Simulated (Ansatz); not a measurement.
# La on Cu(111): change of the work function

Wanted: Δφ(θ) for La/Cu(111), starting from the fcc site.

Calculated with Ansatz 0.2.0; plane-wave DFT, PBE, Ansatz PAW.

This is a report of a sequence of runs, with most program output left out.

## 1. The structure

The cell holds 4 atoms: 4 Cu. Cell: a = 2.553 Å, b = 2.553 Å, c = 24.253 Å, α = 90.0°, β = 90.0°, γ = 60.0°. Vacuum lies along c.

## 2. The clean slab

The bare slab comes first, as the zero from which every change is counted. The two lowest layers are held at bulk places and the upper ones relax. The dipole correction removes the false field that a one-sided slab makes across the periodic vacuum, so each face gets a flat vacuum level of its own.

input.yaml reads:

```yaml
crystal:
  lattice:
    - [2.5526554801, 0.0, 0.0]
    - [1.27632774, 2.2106644929, 0.0]
    - [0.0, 0.0, 24.2527034153]
  atoms:
    - { symbol: Cu, position: [0.0, 0.0, 0.3710926508] }
    - { symbol: Cu, position: [0.3333333333, 0.3333333333, 0.4570308836] }
    - { symbol: Cu, position: [0.6666666667, 0.6666666667, 0.5429691164] }
    - { symbol: Cu, position: [0.0, 0.0, 0.6289073492] }
kpoints:
  mp_grid: { grid: [12, 12, 1] }
hamiltonian:
  xc: pbe
scf:
  occupations: { method: fermi_dirac, width: 0.1 }
  convergence: { dr2_threshold: 1.0e-08 }
efield:
  axis: 3
  dipole_correction: true
  ramp_position: 0.97
  ramp_width: 0.06
relax:
  f_tol: 0.02
  max_steps: 60
  constraints: [{ sites: [0, 1] }]
output:
  write_potential: true
  write_density: true
  volumetric_format: npy
```

Launch:

```bash
> ansatz run input.yaml --threads 4 --pin off --max-ram 16384MiB --backend cpu --events-out ev --progress --plain --runs-dir out
```

Elapsed: 4.4 s, on 4 threads of Arm Neoverse V1, shared host; peak memory 0.47 GiB; 17 s of CPU time.

Hardly anything moved in the relaxation; the energy changed by under 0.2 meV an atom.

This step gave:

```
energy at zero smearing   : -26499.7681 eV
work function, upper face : 4.786 eV
dipole along the normal   : -2.12e-6 e·Å
```

Running mean over 2.084 Å of the planar mean; the ramp of the sawtooth is left out. Electron's electrostatic potential energy less the Fermi level against z:

z (Å), electron's electrostatic potential energy less the Fermi level (eV) and a bar from the least value:
```
      3.0       4.79 ##############################
      3.5       4.79 ##############################
      4.0       4.79 ##############################
      4.5       4.78 ##############################
      5.0       4.78 ##############################
      5.5       4.77 ##############################
      6.0       4.73 ##############################
      6.5       4.60 ##############################
      7.0       4.11 #############################
      7.5       2.00 ########################
      8.0      -2.75 #############
      8.5      -7.12 ####
      9.0      -8.54 #
      9.5      -8.74 
     10.0      -8.78 
     10.5      -8.81 
     11.0      -8.83 
     11.5      -8.82 
     12.0      -8.81 
     12.5      -8.81 
     13.0      -8.82 
     13.5      -8.82 
     14.0      -8.79 
     14.5      -8.76 
     15.0      -8.69 
     15.5      -8.16 #
     16.0      -5.25 ########
     16.5      -0.20 ###################
     17.0       3.41 ###########################
     17.5       4.43 #############################
     18.0       4.68 ##############################
     18.5       4.76 ##############################
     19.0       4.78 ##############################
     19.5       4.78 ##############################
     20.0       4.79 ##############################
     20.5       4.79 ##############################
     21.0       4.79 ##############################
```

The work function of the upper face is 4.79 eV.

## 3. Adsorbate added, k-mesh 4×4×1, coverage 0.111 ML

System of this step: La/Cu(111). The cell holds 37 atoms: 36 Cu and 1 La. Cell: a = 7.658 Å, b = 7.658 Å, c = 27.418 Å, α = 90.0°, β = 90.0°, γ = 60.0°. Vacuum lies along c.

The clean slab as it ended is repeated in the plane and the adsorbate is set on one face; the cell's size fixes the coverage, and the k-mesh shrinks with it to keep the sampling density about even. Adsorbate and upper layers relax, since the dipole depends on the height.

input.yaml reads:

```yaml
crystal:
  lattice:
    - [7.6579664403, 1.0e-10, 0.0]
    - [3.8289832201, 6.6319934787, 0.0]
    - [0.0, 0.0, 27.418134228]
  atoms:
    - { symbol: Cu, position: [0.0, 0.0, 0.3282499066] }
    - { symbol: Cu, position: [0.1111111111, 0.1111111111, 0.4042665478] }
    - { symbol: Cu, position: [0.2222222222, 0.2222222222, 0.480283189] }
    - { symbol: Cu, position: [0.0, 0.0, 0.5562998302] }
    - { symbol: Cu, position: [0.0, 0.3333333333, 0.3282499066] }
    - { symbol: Cu, position: [0.1111111111, 0.4444444444, 0.4042665478] }
    - { symbol: Cu, position: [0.2222222222, 0.5555555556, 0.480283189] }
    - { symbol: Cu, position: [0.0, 0.3333333333, 0.5562998302] }
    - { symbol: Cu, position: [0.0, 0.6666666667, 0.3282499066] }
    - { symbol: Cu, position: [0.1111111111, 0.7777777778, 0.4042665478] }
    - { symbol: Cu, position: [0.2222222222, 0.8888888889, 0.480283189] }
    - { symbol: Cu, position: [0.0, 0.6666666667, 0.5562998302] }
    - { symbol: Cu, position: [0.3333333333, 0.0, 0.3282499066] }
    - { symbol: Cu, position: [0.4444444444, 0.1111111111, 0.4042665478] }
    - { symbol: Cu, position: [0.5555555556, 0.2222222222, 0.480283189] }
    - { symbol: Cu, position: [0.3333333333, 0.0, 0.5562998302] }
    - { symbol: Cu, position: [0.3333333333, 0.3333333333, 0.3282499066] }
    - { symbol: Cu, position: [0.4444444444, 0.4444444444, 0.4042665478] }
    - { symbol: Cu, position: [0.5555555556, 0.5555555556, 0.480283189] }
    - { symbol: Cu, position: [0.3333333333, 0.3333333333, 0.5562998302] }
    - { symbol: Cu, position: [0.3333333333, 0.6666666667, 0.3282499066] }
    - { symbol: Cu, position: [0.4444444444, 0.7777777778, 0.4042665478] }
    - { symbol: Cu, position: [0.5555555556, 0.8888888889, 0.480283189] }
    - { symbol: Cu, position: [0.3333333333, 0.6666666667, 0.5562998302] }
    - { symbol: Cu, position: [0.6666666667, 0.0, 0.3282499066] }
    - { symbol: Cu, position: [0.7777777778, 0.1111111111, 0.4042665478] }
    - { symbol: Cu, position: [0.8888888889, 0.2222222222, 0.480283189] }
    - { symbol: Cu, position: [0.6666666667, 0.0, 0.5562998302] }
    - { symbol: Cu, position: [0.6666666667, 0.3333333333, 0.3282499066] }
    - { symbol: Cu, position: [0.7777777778, 0.4444444444, 0.4042665478] }
    - { symbol: Cu, position: [0.8888888889, 0.5555555556, 0.480283189] }
    - { symbol: Cu, position: [0.6666666667, 0.3333333333, 0.5562998302] }
    - { symbol: Cu, position: [0.6666666667, 0.6666666667, 0.3282499066] }
    - { symbol: Cu, position: [0.7777777778, 0.7777777778, 0.4042665478] }
    - { symbol: Cu, position: [0.8888888889, 0.8888888889, 0.480283189] }
    - { symbol: Cu, position: [0.6666666667, 0.6666666667, 0.5562998302] }
    - { symbol: La, position: [0.1111111111, 0.1111111111, 0.6717500934] }
kpoints:
  mp_grid: { grid: [4, 4, 1] }
hamiltonian:
  xc: pbe
scf:
  occupations: { method: fermi_dirac, width: 0.1 }
  convergence: { dr2_threshold: 1.0e-08 }
efield:
  axis: 3
  dipole_correction: true
  ramp_position: 0.97
  ramp_width: 0.06
relax:
  f_tol: 0.02
  max_steps: 60
  constraints:
    - { sites: [0, 1, 4, 5, 8, 9, 12, 13, 16, 17, 20, 21, 24, 25, 28, 29, 32, 33] }
output:
  write_potential: true
  write_density: true
  volumetric_format: npy
```

Wall time 26 min (4 threads); peak memory 10 GiB; 77 min of CPU time.

The steps of the relaxation:

```csv
step,energy less that of the first step (eV),largest force component (eV/Å)
1,0.0000,2.2136
2,-0.4659,2.2892
3,-0.9429,2.1196
4,-1.3346,1.5437
5,-1.5599,0.5469
6,-1.6671,0.2041
7,-1.6817,0.1031
8,-1.6861,0.0035
```

Forces are held to the 6 operations that the run works with; a distortion that breaks them can't arise in this run.

The atoms that moved most (Å):

```
atom      dx      dy      dz  length
La37   0.000   0.000  -1.000   1.000
Cu20  -0.017  -0.010   0.090   0.092
Cu32   0.017  -0.010   0.090   0.092
Cu24   0.000   0.019   0.090   0.092
 Cu4  -0.046  -0.027  -0.075   0.092
Cu16   0.046  -0.027  -0.075   0.092
 Cu8   0.000   0.053  -0.075   0.092
Cu12  -0.001   0.000   0.058   0.058
```

Final coordinates:

```cif
data_structure
_symmetry_space_group_name_H-M 'P 1'
_symmetry_Int_Tables_number 1
_cell_length_a 7.6580
_cell_length_b 7.6580
_cell_length_c 27.4181
_cell_angle_alpha 90.000
_cell_angle_beta 90.000
_cell_angle_gamma 60.000
_cell_volume 1392.50
loop_
_atom_site_label
_atom_site_type_symbol
_atom_site_fract_x
_atom_site_fract_y
_atom_site_fract_z
_atom_site_occupancy
Cu1 Cu 0.00000 0.00000 0.32825 1
Cu2 Cu 0.11111 0.11111 0.40427 1
Cu3 Cu 0.22284 0.22284 0.47936 1
Cu4 Cu 0.99600 0.99600 0.55358 1
Cu5 Cu 0.00000 0.33333 0.32825 1
Cu6 Cu 0.11111 0.44444 0.40427 1
Cu7 Cu 0.22294 0.55520 0.48178 1
Cu8 Cu 0.99600 0.34134 0.55358 1
Cu9 Cu 0.00000 0.66667 0.32825 1
Cu10 Cu 0.11111 0.77778 0.40427 1
Cu11 Cu 0.22284 0.88765 0.47936 1
Cu12 Cu 0.99990 0.66672 0.55843 1
Cu13 Cu 0.33333 0.00000 0.32825 1
Cu14 Cu 0.44444 0.11111 0.40427 1
Cu15 Cu 0.55520 0.22294 0.48178 1
Cu16 Cu 0.34134 0.99600 0.55358 1
Cu17 Cu 0.33333 0.33333 0.32825 1
Cu18 Cu 0.44444 0.44444 0.40427 1
Cu19 Cu 0.55520 0.55520 0.48178 1
Cu20 Cu 0.33189 0.33189 0.55959 1
Cu21 Cu 0.33333 0.66667 0.32825 1
Cu22 Cu 0.44444 0.77778 0.40427 1
Cu23 Cu 0.55889 0.88722 0.47954 1
Cu24 Cu 0.33189 0.66955 0.55959 1
Cu25 Cu 0.66667 0.00000 0.32825 1
Cu26 Cu 0.77778 0.11111 0.40427 1
Cu27 Cu 0.88765 0.22284 0.47936 1
Cu28 Cu 0.66672 0.99990 0.55843 1
Cu29 Cu 0.66667 0.33333 0.32825 1
Cu30 Cu 0.77778 0.44444 0.40427 1
Cu31 Cu 0.88722 0.55889 0.47954 1
Cu32 Cu 0.66955 0.33189 0.55959 1
Cu33 Cu 0.66667 0.66667 0.32825 1
Cu34 Cu 0.77778 0.77778 0.40427 1
Cu35 Cu 0.88722 0.88722 0.47954 1
Cu36 Cu 0.66672 0.66672 0.55843 1
La37 La 0.11111 0.11111 0.63526 1
```

This step gave:

| Item | Value |
| --- | --- |
| energy at zero smearing | -244748.0487 eV |
| work function, upper face | 2.216 eV |
| work function, lower face | 4.810 eV |
| dipole along the normal | 0.7280 e·Å |
| step between the vacuum levels | -2.594 eV |

Running mean over 2.084 Å of the planar mean; the ramp of the sawtooth is left out. Table of electron's electrostatic potential energy less the Fermi level by z:

```csv
z (Å),electron's electrostatic potential energy less the Fermi level (eV)
4,4.81
5,4.81
6,4.76
7,4.13
8,-2.75
9,-8.56
10,-8.80
11,-8.86
12,-8.83
13,-8.81
14,-8.60
15,-8.70
16,-6.52
17,-0.207
18,0.287
19,1.51
20,2.10
21,2.19
22,2.21
23,2.22
24,2.22
```

The relaxation took 8 steps and lowered the energy by 1.7 eV; the largest force on the free atoms ends at 0.0035 eV/Å.

The covered face has 2.22 eV, -2.57 eV against the clean one; the bare back face has moved by +0.02 eV, a measure of how thin the slab is.

## 4. Adsorbate added, k-mesh 6×6×1, coverage 0.25 ML

System of this step: La/Cu(111). The cell holds 17 atoms: 16 Cu and 1 La. Cell: a = 5.105 Å, b = 5.105 Å, c = 27.418 Å, α = 90.0°, β = 90.0°, γ = 60.0°. Vacuum lies along c.

Another coverage, to see how the dipoles act on each other as their distance changes.

input.yaml reads:

```yaml
crystal:
  lattice:
    - [5.1053109602, 1.0e-10, 0.0]
    - [2.5526554801, 4.4213289858, 0.0]
    - [0.0, 0.0, 27.418134228]
  atoms:
    - { symbol: Cu, position: [0.0, 0.0, 0.3282499066] }
    - { symbol: Cu, position: [0.1666666667, 0.1666666667, 0.4042665478] }
    - { symbol: Cu, position: [0.3333333333, 0.3333333333, 0.480283189] }
    - { symbol: Cu, position: [0.0, 0.0, 0.5562998302] }
    - { symbol: Cu, position: [0.0, 0.5, 0.3282499066] }
    - { symbol: Cu, position: [0.1666666667, 0.6666666667, 0.4042665478] }
    - { symbol: Cu, position: [0.3333333333, 0.8333333333, 0.480283189] }
    - { symbol: Cu, position: [0.0, 0.5, 0.5562998302] }
    - { symbol: Cu, position: [0.5, 0.0, 0.3282499066] }
    - { symbol: Cu, position: [0.6666666667, 0.1666666667, 0.4042665478] }
    - { symbol: Cu, position: [0.8333333333, 0.3333333333, 0.480283189] }
    - { symbol: Cu, position: [0.5, 0.0, 0.5562998302] }
    - { symbol: Cu, position: [0.5, 0.5, 0.3282499066] }
    - { symbol: Cu, position: [0.6666666667, 0.6666666667, 0.4042665478] }
    - { symbol: Cu, position: [0.8333333333, 0.8333333333, 0.480283189] }
    - { symbol: Cu, position: [0.5, 0.5, 0.5562998302] }
    - { symbol: La, position: [0.1666666667, 0.1666666667, 0.6717500934] }
kpoints:
  mp_grid: { grid: [6, 6, 1] }
hamiltonian:
  xc: pbe
scf:
  occupations: { method: fermi_dirac, width: 0.1 }
  convergence: { dr2_threshold: 1.0e-08 }
efield:
  axis: 3
  dipole_correction: true
  ramp_position: 0.97
  ramp_width: 0.06
relax:
  f_tol: 0.02
  max_steps: 60
  constraints: [{ sites: [0, 1, 4, 5, 8, 9, 12, 13] }]
output:
  dos: { projected: true, e_range: [-8, 4] }
  write_potential: true
  write_density: true
  volumetric_format: npy
  elf: true
```

Run time: 5.6 min. Hardware: 4 threads; peak memory 2.9 GiB; 22 min of CPU time.

The steps of the relaxation:

| step | energy less that of the first step (eV) | largest force component (eV/Å) |
| --- | --- | --- |
| 1 | 0.0000 | 1.4925 |
| 2 | -0.3151 | 1.4942 |
| 3 | -0.6186 | 1.3331 |
| 4 | -0.8743 | 0.8704 |
| 5 | -1.0198 | 0.4412 |
| 6 | -1.0400 | 0.5896 |
| 7 | -1.0609 | 0.1107 |
| 8 | -1.0661 | 0.0242 |
| 9 | -1.0665 | 0.0033 |

The run keeps the 6 symmetry operations that it works with, so distortions that break them were not tested.

The atoms that moved most (Å):

```
atom      dx      dy      dz  length
La17   0.000   0.000  -0.866   0.866
Cu16   0.000   0.000   0.426   0.426
Cu15   0.000   0.000  -0.054   0.054
 Cu4  -0.029  -0.017  -0.025   0.041
 Cu8   0.000   0.033  -0.025   0.041
Cu12   0.029  -0.017  -0.025   0.041
Cu11  -0.013   0.007   0.022   0.027
 Cu7   0.000  -0.015   0.022   0.027
```

Final coordinates:

```xyz
17
Lattice="5.1053 0.0000 0.0000 2.5527 4.4213 0.0000 0.0000 0.0000 27.4181" Properties=species:S:1:pos:R:3
Cu    0.0000    0.0000    9.0000
Cu    1.2763    0.7369   11.0842
Cu    2.5654    1.4811   13.1909
Cu   -0.0288   -0.0166   15.2280
Cu    1.2763    2.2107    9.0000
Cu    2.5527    2.9476   11.0842
Cu    3.8290    3.6697   13.1909
Cu    1.2763    2.2439   15.2280
Cu    2.5527    0.0000    9.0000
Cu    3.8290    0.7369   11.0842
Cu    5.0926    1.4811   13.1909
Cu    2.5815   -0.0166   15.2280
Cu    3.8290    2.2107    9.0000
Cu    5.1053    2.9476   11.0842
Cu    6.3816    3.6844   13.1141
Cu    3.8290    2.2107   15.6789
La    1.2763    0.7369   17.5525
```

This step gave:

| Item | Value |
| --- | --- |
| energy at zero smearing | -112249.3899 eV |
| work function, upper face | 2.610 eV |
| work function, lower face | 4.844 eV |
| dipole along the normal | 0.2787 e·Å |
| step between the vacuum levels | -2.234 eV |

Running mean over 2.084 Å of the planar mean; the ramp of the sawtooth is left out. Electron's electrostatic potential energy less the Fermi level against z:

z (Å), electron's electrostatic potential energy less the Fermi level (eV) and a bar from the least value:
```
        4       4.84 ##############################
        5       4.84 ##############################
        6       4.79 ##############################
        7       4.16 #############################
        8      -2.71 #############
        9      -8.52 #
       10      -8.79 
       11      -8.86 
       12      -8.79 
       13      -8.78 
       14      -8.29 #
       15      -8.35 #
       16      -7.53 ###
       17      -3.74 ###########
       18      -3.48 ############
       19      -0.07 ###################
       20       2.06 ########################
       21       2.50 #########################
       22       2.59 #########################
       23       2.61 #########################
       24       2.61 #########################
```

(Continued in part 2 of 2.)

[Logs are printed without paths, hosts, clocks, repeated set-up lines and the standing remarks that a program may print on its own settings, such as how far it seeks lower states.]

[Hosts, paths, dates, database ids (printed as entryN), source tags and the programs' standing remarks are cut or masked in the printed files.]

[Maps of the electrostatic potential energy from Ansatz leave out the sawtooth potential of an applied field or a dipole correction, so their vacuum need not be flat; planar profiles and work functions include it.]
